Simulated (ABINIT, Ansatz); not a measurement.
# A GW chain in ABINIT: TiNF (Pmmn), part 3 of 3

Aim: the G0W0 gap of TiNF (Pmmn) on LDA, step by step.

ABINIT 10.8.3; LDA and many-body steps on it, plane waves. Known limits of the many-body steps: not at the basis limit; coarse k mesh.

So far. Step 3 (Bands along the symmetry lines): The gap is 0.650 eV, as in the run before at this level. Step 4 (Empty states on the mesh, 4×2×1 mesh, 76 bands): On this mesh the gap is 0.650 eV.

## Step 5: Screening, 4×2×1 mesh, 70 bands, screening to 98 eV

The RPA dielectric matrix is built and inverted for each q.

This step: RPA screening on LDA, plane waves, norm-conserving pseudopotentials.

File run.abi:

```
acell 3*1.0 Angstrom
rprim 
  3.062004000000 0.000000000000 0.000000000000
  0.000000000000 3.964387000000 0.000000000000
  0.000000000000 0.000000000000 7.870826000000
ntypat 3
znucl 22 7 9
natom 6
typat 1 1 2 2 3 3
xred 
  0.500000000000 0.000000000000 0.895914000000
  0.000000000000 0.500000000000 0.104086000000
  0.500000000000 0.500000000000 0.939316000000
  0.000000000000 0.000000000000 0.060684000000
  0.000000000000 0.000000000000 0.724624000000
  0.500000000000 0.500000000000 0.275376000000
pp_dirpath "pseudos"
pseudos "Ti.upf, N.upf, F.upf"
ecut 38
ngkpt 4 2 1
nshiftk 1
shiftk 0 0 0
kptopt 1
chksymbreak 0
istwfk *1
occopt 1
irdwfk 1
optdriver 3
nband 70
ecuteps 3.6
inclvkb 2
awtr 1
symchi 1
indata_prefix "in"
outdata_prefix "out"
tmpdata_prefix "tmp"
```

Run with:

```
OMP_NUM_THREADS=1 mpirun -n 4 abinit run.abi > log
```

Numbers of over 12 decimals in the logs are rounded to 6 here.

The program printed:

```text
.Version 10.8.3 of ABINIT. v10.8.2 released Aug 2026.

 Symmetries : space group Pm m n (# 59); Bravais oP (primitive ortho.)
[... echo of the input left out ...]
== DATASET  1 ==================================================================
-   mpi_nproc: 4, omp_nthreads: 1 (-1 if OMP is not activated)

--- !DatasetInfo
iteration_state: {dtset: 1, }
dimensions: {natom: 6, nkpt: 6, mband: 70, nsppol: 1, nspinor: 1, nspden: 1, mpw: 7264, }
cutoff_energies: {ecut:  38.0, pawecutdg:  -1.0, }
electrons: {nelect:   4.80000000E+01, charge:   0.00000000E+00, occopt:   1.00000000E+00, tsmear:   1.00000000E-02, }

 SCREENING: Calculation of the susceptibility and dielectric matrices

 Based on a program developped by R.W. Godby, V. Olevano, G. Onida, and L. Reining.
 Incorporated in ABINIT by V. Olevano, G.-M. Rignanese, and M. Torrent.
.Using double precision arithmetic ; gwpc =  8

[... cell and pseudopotentials left out ...]
--------------------------------------------------------------------------------

 ==== K-mesh for the wavefunctions ====
 Number of points in the irreducible wedge :     6
[... list of points left out ...]
 Together with  8 symmetry operations and time-reversal symmetry
 yields     8 points in the full Brillouin Zone.

 ==== Q-mesh for the screening function ====
 Number of points in the irreducible wedge :     6
[... list of points left out ...]
 Together with  8 symmetry operations and time-reversal symmetry
 yields     8 points in the full Brillouin Zone.

 setmesh: FFT mesh size selected  =    24x   30x   54
          total number of points  =        38880

 vcoul_init : cutoff-mode = AUXILIARY_FUNCTION
 q-points for optical limit:   1
     1)      0.000010    0.000020    0.000030

- screening: taking advantage of time-reversal symmetry
- Maximum band index for partially occupied states nbvw = 24
- Remaining bands to be divided among processors   nbcw = 46
- Number of bands treated by each node ~11

 Number of electrons calculated from density =   48.0000; Expected =   48.0000
 average of density, n =  0.074446
 r_s =    1.4747
 omega_plasma =   26.3195 [eV]

 calculating chi0 at frequencies [eV] :
  1    0.000000E+00    0.000000E+00
  2    0.000000E+00    2.631945E+01

--------------------------------------------------------------------------------
  q-point number  1        q = ( 0.000000, 0.000000, 0.000000) [r.l.u.]
--------------------------------------------------------------------------------
[... chi0 elements left out ...]
 For q-point:  0.000010 0.000020 0.000030
  dielectric constant =  12.2066
  dielectric constant without local fields =  13.2186

  Average fulfillment of the sum rule on Im[epsilon] for q-point    1 :     39.44  [%]
[... wings left out ...]
  q-point number  2        q = ( 0.250000, 0.000000, 0.000000) [r.l.u.]
--------------------------------------------------------------------------------
[... chi0 elements left out ...]
  Average fulfillment of the sum rule on Im[epsilon] for q-point    2 :     45.73  [%]

 [... 4 further q-points ...]
```

Run time: 20 s. Hardware: 4 MPI ranks of Arm Neoverse V1, shared host; peak memory 1.1 GiB.

Numbers from this step:

```
ε∞ with local fields, on this mesh, along the program's q direction : 12.21
the same without local fields                                       : 13.22
plasma frequency                                                    : 26.32 eV
plane waves in the screening matrix                                 : 211
```

Local fields lower ε∞ by 8 %. On a Γ-centred mesh this coarse the value itself is usually too large, while a short band sum pulls it down.

## Step 6: Self-energy, 4×2×1 mesh, 70 bands, screening to 98 eV

The self-energy is evaluated for the states that the input lists, and the levels follow from it, in one-shot runs by the linearised quasiparticle equation.

This step: G0W0 on LDA, plane waves, norm-conserving pseudopotentials.

Changes to run.abi since step 5:

```diff
@@ -27,8 +27,15 @@
 irdwfk 1
-optdriver 3
+optdriver 4
 nband 70
+gwcalctyp 0
+ecutsigx 38
+symsigma 1
+nkptgw 1
+kptgw 
+  0.0000000000 0.0000000000 0.0000000000
+bdgw 
+  23 26
 ecuteps 3.6
-inclvkb 2
-awtr 1
-symchi 1
+irdscr 1
+ppmodel 1
 indata_prefix "in"
```

The program printed:

```text
.Version 10.8.3 of ABINIT. v10.8.2 released Aug 2026.

 Symmetries : space group Pm m n (# 59); Bravais oP (primitive ortho.)
[... echo of the input left out ...]
== DATASET  1 ==================================================================
-   mpi_nproc: 4, omp_nthreads: 1 (-1 if OMP is not activated)

--- !DatasetInfo
iteration_state: {dtset: 1, }
dimensions: {natom: 6, nkpt: 6, mband: 70, nsppol: 1, nspinor: 1, nspden: 1, mpw: 7264, }
cutoff_energies: {ecut:  38.0, pawecutdg:  -1.0, }
electrons: {nelect:   4.80000000E+01, charge:   0.00000000E+00, occopt:   1.00000000E+00, tsmear:   1.00000000E-02, }

 SIGMA: Calculation of the GW corrections

 Based on a program developped by R.W. Godby, V. Olevano, G. Onida, and L. Reining.
 Incorporated in ABINIT by V. Olevano, G.-M. Rignanese, and M. Torrent.
.Using double precision arithmetic ; gwpc =  8

[... cell and pseudopotentials left out ...]
--------------------------------------------------------------------------------

 ==== K-mesh for the wavefunctions ====
 Number of points in the irreducible wedge :     6
[... list of points left out ...]
 Together with  8 symmetry operations and time-reversal symmetry
 yields     8 points in the full Brillouin Zone.

 ==== Q-mesh for screening function ====
 Number of points in the irreducible wedge :     6
[... list of points left out ...]
 Together with  8 symmetry operations and time-reversal symmetry
 yields     8 points in the full Brillouin Zone.

 vcoul_init : cutoff-mode = AUXILIARY_FUNCTION
 q-points for optical limit:   1
     1)      0.000010    0.000020    0.000030
 setmesh: FFT mesh size selected  =    40x   48x   90
          total number of points  =       172800

 Number of electrons calculated from density =   48.0000; Expected =   48.0000
 average of density, n =  0.074446
 r_s =    1.4747
 omega_plasma =   26.3195 [eV]

 === KS Band Gaps ===
  >>>> For spin  1
   Minimum direct gap =   0.6503 [eV], located at k-point      :   0.0000  0.0000  0.0000
   Fundamental gap    =   0.6503 [eV], Top of valence bands at :   0.0000  0.0000  0.0000
                                       Bottom of conduction at :   0.0000  0.0000  0.0000
 SIGMA fundamental parameters:
 PLASMON POLE MODEL  1
 number of plane-waves for SigmaX                 7201
 number of plane-waves for SigmaC and W            211
 number of plane-waves for wavefunctions          7201
 number of bands                                    70
 number of independent spin polarizations            1
 number of spinorial components                      1
 number of k-points in IBZ                           6
 number of q-points in IBZ                           6
 number of symmetry operations                       8
 number of k-points in BZ                            8
 number of q-points in BZ                            8
 number of frequencies for dSigma/dE                 9
 frequency step for dSigma/dE [eV]                0.25
 number of omega for Sigma on real axis              0
 max omega for Sigma on real axis  [eV]           0.00
 zcut for avoiding poles [eV]                     0.10

 EPSILON^-1 parameters (SCR file):
 dimension of the eps^-1 matrix on file            211
 dimension of the eps^-1 matrix used               211
 number of plane-waves for wavefunctions          7201
 number of bands                                    70
 number of q-points in IBZ                           6
 number of frequencies                               2
 number of real frequencies                          1
 number of imag frequencies                          1

 matrix elements of self-energy operator (all in [eV])

 Perturbative Calculation

--- !SelfEnergy_ee
iteration_state: {dtset: 1, }
kpoint     : [   0.000,    0.000,    0.000, ]
spin       : 1
KS_gap     :    0.650
QP_gap     :    1.615
Delta_QP_KS:    0.965
data: !SigmaeeData |
     Band     E0 <VxcDFT>   SigX SigC(E0)      Z dSigC/dE  Sig(E)    E-E0       E
       23   0.845 -18.918 -21.915   3.896   0.744  -0.344 -18.249   0.669   1.514
       24   2.090 -18.198 -20.429   3.332   0.743  -0.345 -17.379   0.819   2.909
       25   2.741 -19.714 -12.313  -4.999   0.742  -0.347 -17.931   1.784   4.524
       26   3.491 -20.364 -12.138  -5.690   0.735  -0.361 -18.501   1.863   5.354

== END DATASET(S) ==============================================================
================================================================================

 -outvars: echo values of variables after computation  --------
           etotal      0.0000000000E+00
            nband          70
             nkpt           6
          spgroup          59
 [... the other variables as echoed above ...]

 Calculation completed.
```

Elapsed: 5.3 s, on 4 MPI ranks; peak memory 0.25 GiB.

Numbers from this step:

```yaml
g0w0_gap_on_the_points_computed: 1.615 eV
starting_gap_on_the_mesh: 0.6504 eV
k_of_the_valence_top: 0, 0, 0
k_of_the_conduction_bottom: 0, 0, 0
z_at_the_valence_top: 0.743
z_at_the_conduction_bottom: 0.742
least_direct_g0w0_gap_on_the_computed_points: 1.615 eV
```

The gap on the mesh goes from 0.65 eV to 1.62 eV, a correction of +0.96 eV.

Limits: finite bands, cutoff and mesh; coarse k mesh. v1 is the top filled band, c1 the lowest empty one. Levels before and after the correction, in eV, zero at the valence-band top of each column:

```csv
,conduction bottom,valence top
Kohn-Sham,0.65,0.00
G0W0,1.61,0.00
```

```csv
,level,energy (eV)
Kohn-Sham,Γ v2,-1.245
Kohn-Sham,Γ v1,0.000
Kohn-Sham,Γ c1,0.650
Kohn-Sham,Γ c2,1.401
G0W0,Γ v2,-1.395
G0W0,Γ v1,0.000
G0W0,Γ c1,1.615
G0W0,Γ c2,2.445
```

## Step 7: Where the time went

Times are wall times on 4 MPI ranks of Arm Neoverse V1, shared host, good to a factor of about two.

```csv
step,time,share,memory (GiB)
ground state,3.3 min,42 %,0.53
bands along the symmetry lines,3.6 min,46 %,0.64
empty states on the mesh,34 s,7 %,0.35
screening,20 s,4 %,1.1
self-energy,5.3 s,1 %,0.25
```

## Step 8: What came out

- LDA gap: 0.65 eV, direct
- G0W0 gap on the mesh: 1.62 eV
- GW settings: 4×2×1 mesh, 70 bands, screening to 98 eV, Godby-Needs plasmon pole
- known limits: not at the basis limit; coarse k mesh

In words: G0W0 moves the gap on the mesh from 0.65 eV to 1.62 eV (+0.96 eV), with Z of 0.74 and 0.74 at the edges. Local fields lower the RPA ε∞ on this mesh from 13.22 to 12.21; a Γ-centred mesh this coarse tends to raise both, most where the direct gap is narrow, while a short band sum lowers them. Only 1 of the mesh's irreducible points was corrected, so a valley elsewhere could overtake. Bands and cutoff are finite, so the gap is not at the basis limit. The miss can reach some tenths of an eV and take either sign; the mesh is an error of its own. In the G0W0 run levels were corrected at 1 k point alone, so a gap called «on the mesh» is the least over those, and an edge elsewhere would be missed. The 4×2×1 mesh is coarse for this cell, which bears on the long-range parts of exchange and screening.

[Paths, hosts, dates, memory and timing lines, banners, echoed tables and standing remarks are left out of the program output.]

[Logs are printed without paths, hosts, clocks, repeated set-up lines and the standing remarks that a program may print on its own settings, such as how far it seeks lower states.]

[Runs of the session that timed out or met a known fault of the program may be left out.]

[Hosts, paths, dates, database ids (printed as entryN), source tags and the programs' standing remarks are cut or masked in the printed files.]

[G0W0 gaps are taken among the corrected bands and points alone; a level outside them can change the order at an edge.]

[Where Ansatz stands beside ABINIT at settings called matched, ABINIT's density can come from a denser mesh and the files from another edition; pairs whose starting gaps differed by over 0.03 eV were left out, so agreement reads better than it is.]
